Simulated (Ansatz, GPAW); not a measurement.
# A 7-layer slab of K(110): work function by functional and basis, part 2 of 3

Aim: the work function of both faces of a 7-layer slab of K(110), and its spread over functionals and bases.

GPAW 26.7.0 and Ansatz 0.2.0; Ansatz plane waves; slab in vacuum with a dipole correction, relaxation (the session's first sound run).

So far, upper work function (eV): step 2 (relaxing the atoms, PBE) 2.39; step 3 (the slab's potential, PBE, GPAW) 2.39.

## 5. Self-consistent run: xc = "RPBE"

The same geometry under RPBE, to see how far the functional moves the levels against the vacuum.

Input file run.py:

```python
import json
import numpy as np
from ase import Atoms
from gpaw import GPAW, PW

slab = Atoms(
    ['K', 'K', 'K', 'K', 'K', 'K', 'K'],
    positions=[
        [0.00000, 0.00000, 7.00000],
        [3.69817, 0.00000, 10.69817],
        [0.00000, 0.00000, 14.39634],
        [3.69817, 0.00000, 18.09451],
        [0.00000, 0.00000, 21.79267],
        [3.69817, 0.00000, 25.49084],
        [0.00000, 0.00000, 29.18901]],
    cell=[[3.69817, -2.615, 0.0], [3.69817, 2.615, 0.0], [0.0, 0.0, 36.18901]],
    pbc=[True, True, False])

slab.calc = GPAW(mode=PW(400), xc='RPBE', kpts={'size': (8, 8, 1), 'gamma': True},
                 occupations={'name': 'fermi-dirac', 'width': 0.1}, nbands='160%',
                 convergence={'density': 1e-05}, maxiter=200,
                 poissonsolver={'dipolelayer': 'xy'},
                 symmetry={'tolerance': 1e-3}, txt='slab.txt')
result = {}
energy = slab.get_potential_energy()
fermi = slab.calc.get_fermi_level()
v = slab.calc.get_electrostatic_potential().mean((0, 1)) - fermi
n = slab.calc.get_pseudo_density().mean((0, 1))
L = slab.cell[2, 2]
z = np.arange(len(v)) * L / len(v)
low, high = slab.positions[:, 2].min(), slab.positions[:, 2].max()
below, above = np.interp([low - 4.8, high + 4.8], z, v)
slopes = [np.interp(x, z, np.gradient(v, z)) for x in (low - 4.8, high + 4.8)]
eps = np.array([[slab.calc.get_eigenvalues(k, s) for k in range(len(slab.calc.get_ibz_k_points()))]
                for s in range(slab.calc.get_number_of_spins())]) - fermi
top, bottom = eps[eps < 0].max(), eps[eps > 0].min()
dipole = slab.get_dipole_moment()[2]
print(f'energy {energy:.4f} eV, Fermi level {fermi:.4f} eV, dipole {dipole:.5f} e A')
print(f'potential 4.8 A off the faces, from the Fermi level: lower {below:.4f} eV, upper {above:.4f} eV')
print(f'slope of the potential there: lower {slopes[0]:.5f}, upper {slopes[1]:.5f} eV/A')
print(f'nearest levels on the mesh: {top:.4f} and {bottom:.4f} eV')
print('magnetic moment', round(slab.get_magnetic_moment(), 3))
result.update(energy=energy, fermi=fermi, dipole=dipole, below=below, above=above, slopes=slopes, edges=[top, bottom],
              z=z.tolist(), v=v.tolist(), n=n.tolist(), positions=slab.positions.tolist(),
              forces=slab.get_forces(apply_constraint=False).tolist(), moments=slab.get_magnetic_moments().tolist())
json.dump(result, open('result.json', 'w'))
```

Started as:

```sh
OMP_NUM_THREADS=1 OPENBLAS_NUM_THREADS=1 python run.py
```

It took 2.8 min on 1 thread of AMD EPYC 9R45 (Zen 5), shared host; peak memory 0.54 GiB.

This step gave:

* dipole along the normal: 6.01e-5 e·Å
* levels nearest the Fermi level on the mesh: -0.002672, 0.001690 eV from the Fermi level
* upper work function: 2.312 eV
* lower work function: 2.312 eV

Table of electrostatic potential energy of an electron (without an applied field's), less the Fermi level, planar mean by z:

```
z (Å)  electrostatic potential energy of an electron (without an applied field's), less the Fermi level, planar mean (eV)
    0                                                                                                                2.32
    1                                                                                                                2.32
    2                                                                                                                2.31
    3                                                                                                                2.29
    4                                                                                                                2.19
    5                                                                                                                1.77
    6                                                                                                               0.102
    7                                                                                                               -7.85
    8                                                                                                               0.450
    9                                                                                                                1.65
   10                                                                                                               -1.15
   11                                                                                                               -5.41
   12                                                                                                                1.20
   13                                                                                                                1.35
   14                                                                                                               -4.21
   15                                                                                                               -1.91
   16                                                                                                                1.59
   17                                                                                                               0.717
   18                                                                                                               -7.46
   19                                                                                                              0.0399
   20                                                                                                                1.68
   21                                                                                                              -0.499
   22                                                                                                               -6.51
   23                                                                                                               1.000
   24                                                                                                                1.48
   25                                                                                                               -3.06
   26                                                                                                               -2.89
   27                                                                                                                1.50
   28                                                                                                                1.00
   29                                                                                                               -6.74
   30                                                                                                              -0.707
   31                                                                                                                1.60
   32                                                                                                                2.15
   33                                                                                                                2.28
   34                                                                                                                2.31
   35                                                                                                                2.32
   36                                                                                                                2.32
```

Table of pseudo valence density, planar mean by z:

```
z (Å)  pseudo valence density, planar mean (e/Å³)
    1                                      1.6e-5
    2                                      8.1e-5
    3                                      3.7e-4
    4                                     0.00157
    5                                     0.00565
    6                                      0.0413
    7                                       0.390
    8                                      0.0455
    9                                      0.0174
   10                                       0.119
   11                                       0.303
   12                                      0.0233
   13                                      0.0206
   14                                       0.252
   15                                       0.156
   16                                      0.0179
   17                                      0.0338
   18                                       0.379
   19                                      0.0608
   20                                      0.0172
   21                                      0.0897
   22                                       0.349
   23                                      0.0271
   24                                      0.0191
   25                                       0.205
   26                                       0.197
   27                                      0.0185
   28                                      0.0278
   29                                       0.353
   30                                      0.0817
   31                                     0.00707
   32                                     0.00205
   33                                      4.9e-4
   34                                      1.1e-4
   35                                      2.2e-5
```

The upper face's work function is 2.312 eV, against 2.386 eV in the first plane-wave PBE run at this geometry.

## 6. Self-consistent run: xc = "LDA"

The same geometry under LDA, to see how far the functional moves the levels against the vacuum.

run.py, as its differences from that of step 5:

```diff
@@ -18,3 +18,3 @@
 
-slab.calc = GPAW(mode=PW(400), xc='RPBE', kpts={'size': (8, 8, 1), 'gamma': True},
+slab.calc = GPAW(mode=PW(400), xc='LDA', kpts={'size': (8, 8, 1), 'gamma': True},
                  occupations={'name': 'fermi-dirac', 'width': 0.1}, nbands='160%',
```

Run time: 2.8 min. Hardware: 1 thread; peak memory 0.54 GiB.

Numbers from this step:

- dipole along the normal: 6.04e-5 e·Å
- levels nearest the Fermi level on the mesh: -0.003009, 0.002225 eV from the Fermi level
- upper work function: 2.513 eV
- lower work function: 2.514 eV

The upper face's work function is 2.513 eV, against 2.386 eV in the first plane-wave PBE run at this geometry.

## 7. Self-consistent run: xc = "vdW-DF2"

The same geometry under vdW-DF2, to see how far the functional moves the levels against the vacuum (the van der Waals functionals take revPBE setups).

run.py, as its differences from that of step 6:

```diff
@@ -18,3 +18,3 @@
 
-slab.calc = GPAW(mode=PW(400), xc='LDA', kpts={'size': (8, 8, 1), 'gamma': True},
+slab.calc = GPAW(mode=PW(400), xc='vdW-DF2', kpts={'size': (8, 8, 1), 'gamma': True},
                  occupations={'name': 'fermi-dirac', 'width': 0.1}, nbands='160%',
```

Wall time 4.7 min (1 thread); peak memory 0.92 GiB.

This step gave:

```
dipole along the normal                    : 6.00e-5 e·Å
levels nearest the Fermi level on the mesh : -1.32e-4, 0.003415 eV from the Fermi level
upper work function                        : 2.659 eV
lower work function                        : 2.659 eV
```

The upper face's work function is 2.659 eV, against 2.386 eV in the first plane-wave PBE run at this geometry.

## 8. Self-consistent run: xc = "revPBE"

The same geometry under revPBE, to see how far the functional moves the levels against the vacuum.

run.py, as its differences from that of step 7:

```diff
@@ -18,3 +18,3 @@
 
-slab.calc = GPAW(mode=PW(400), xc='vdW-DF2', kpts={'size': (8, 8, 1), 'gamma': True},
+slab.calc = GPAW(mode=PW(400), xc='revPBE', kpts={'size': (8, 8, 1), 'gamma': True},
                  occupations={'name': 'fermi-dirac', 'width': 0.1}, nbands='160%',
```

Wall time 2.9 min (1 thread); peak memory 0.54 GiB.

Numbers from this step:

- dipole along the normal: 6.01e-5 e·Å
- levels nearest the Fermi level on the mesh: -0.002867, 0.001716 eV from the Fermi level
- upper work function: 2.306 eV
- lower work function: 2.306 eV

Table of electrostatic potential energy of an electron (without an applied field's), less the Fermi level, planar mean by z:

```
z (Å)  electrostatic potential energy of an electron (without an applied field's), less the Fermi level, planar mean (eV)
    0                                                                                                                2.31
    1                                                                                                                2.31
    2                                                                                                                2.31
    3                                                                                                                2.29
    4                                                                                                                2.19
    5                                                                                                                1.77
    6                                                                                                               0.109
    7                                                                                                               -7.84
    8                                                                                                               0.468
    9                                                                                                                1.67
   10                                                                                                               -1.13
   11                                                                                                               -5.40
   12                                                                                                                1.22
   13                                                                                                                1.37
   14                                                                                                               -4.19
   15                                                                                                               -1.89
   16                                                                                                                1.60
   17                                                                                                               0.733
   18                                                                                                               -7.44
   19                                                                                                              0.0562
   20                                                                                                                1.69
   21                                                                                                              -0.483
   22                                                                                                               -6.49
   23                                                                                                                1.02
   24                                                                                                                1.50
   25                                                                                                               -3.05
   26                                                                                                               -2.88
   27                                                                                                                1.51
   28                                                                                                                1.02
   29                                                                                                               -6.72
   30                                                                                                              -0.698
   31                                                                                                                1.60
   32                                                                                                                2.15
   33                                                                                                                2.28
   34                                                                                                                2.31
   35                                                                                                                2.31
   36                                                                                                                2.31
```

The upper face's work function is 2.306 eV, against 2.386 eV in the first plane-wave PBE run at this geometry.

## 9. Real-space grid: mode = "fd"

A real-space grid is a second complete basis, so it checks the plane-wave result.

run.py, as its differences from that of step 8:

```diff
@@ -3,3 +3,3 @@
 from ase import Atoms
-from gpaw import GPAW, PW
+from gpaw import GPAW
 
@@ -18,3 +18,3 @@
 
-slab.calc = GPAW(mode=PW(400), xc='revPBE', kpts={'size': (8, 8, 1), 'gamma': True},
+slab.calc = GPAW(mode='fd', h=0.18, xc='PBE', kpts={'size': (8, 8, 1), 'gamma': True},
                  occupations={'name': 'fermi-dirac', 'width': 0.1}, nbands='160%',
```

Wall time 20 min (1 thread); peak memory 2.8 GiB.

This step gave:

```yaml
dipole_along_the_normal: 3.65e-5 e·Å
levels_nearest_the_fermi_level_on_the_mesh: -0.003152, 0.001591 eV from the Fermi level
upper_work_function: 2.375 eV
lower_work_function: 2.375 eV
```

The upper face's work function is 2.375 eV, against 2.386 eV in the first plane-wave PBE run at this geometry.

## 10. Atomic orbitals: mode = "lcao"

Atom-centred orbitals end a few angstrom from the surface, which tests how much the density's tail matters.

run.py, as its differences from that of step 9:

```diff
@@ -18,4 +18,4 @@
 
-slab.calc = GPAW(mode='fd', h=0.18, xc='PBE', kpts={'size': (8, 8, 1), 'gamma': True},
-                 occupations={'name': 'fermi-dirac', 'width': 0.1}, nbands='160%',
+slab.calc = GPAW(mode='lcao', basis='dzp', h=0.18, xc='PBE', kpts={'size': (8, 8, 1), 'gamma': True},
+                 occupations={'name': 'fermi-dirac', 'width': 0.1}, nbands='120%',
                  convergence={'density': 1e-05}, maxiter=200,
```

Elapsed: 19 min, on 1 thread; peak memory 0.74 GiB.

This step gave:

| Quantity | Value |
| --- | --- |
| dipole along the normal | 3.64e-5 e·Å |
| levels nearest the Fermi level on the mesh | -0.005886, 0.004662 eV from the Fermi level |
| upper work function | 2.394 eV |
| lower work function | 2.394 eV |

The upper face's work function is 2.394 eV, against 2.386 eV in the first plane-wave PBE run at this geometry.

## 11. The ladder

Times are for 1 thread of AMD EPYC 9R45 (Zen 5), shared host. The runs compared:

```
no.      run  upper work function (eV)  lower work function (eV)     time  memory (GiB)
  1       pw                     2.386                     2.387  2.9 min          0.54
  2     RPBE                     2.312                     2.312  2.8 min          0.54
  3      LDA                     2.513                     2.514  2.8 min          0.54
  4  vdW DF2                     2.659                     2.659  4.7 min          0.92
  5   revPBE                     2.306                     2.306  2.9 min          0.54
  6       fd                     2.375                     2.375   20 min           2.8
  7     lcao                     2.394                     2.394   19 min          0.74
```

(Continued in part 3 of 3.)

[Logs are printed without paths, hosts, clocks, repeated set-up lines and the standing remarks that a program may print on its own settings, such as how far it seeks lower states.]

[Hosts, paths, dates, database ids (printed as entryN), source tags and the programs' standing remarks are cut or masked in the printed files.]
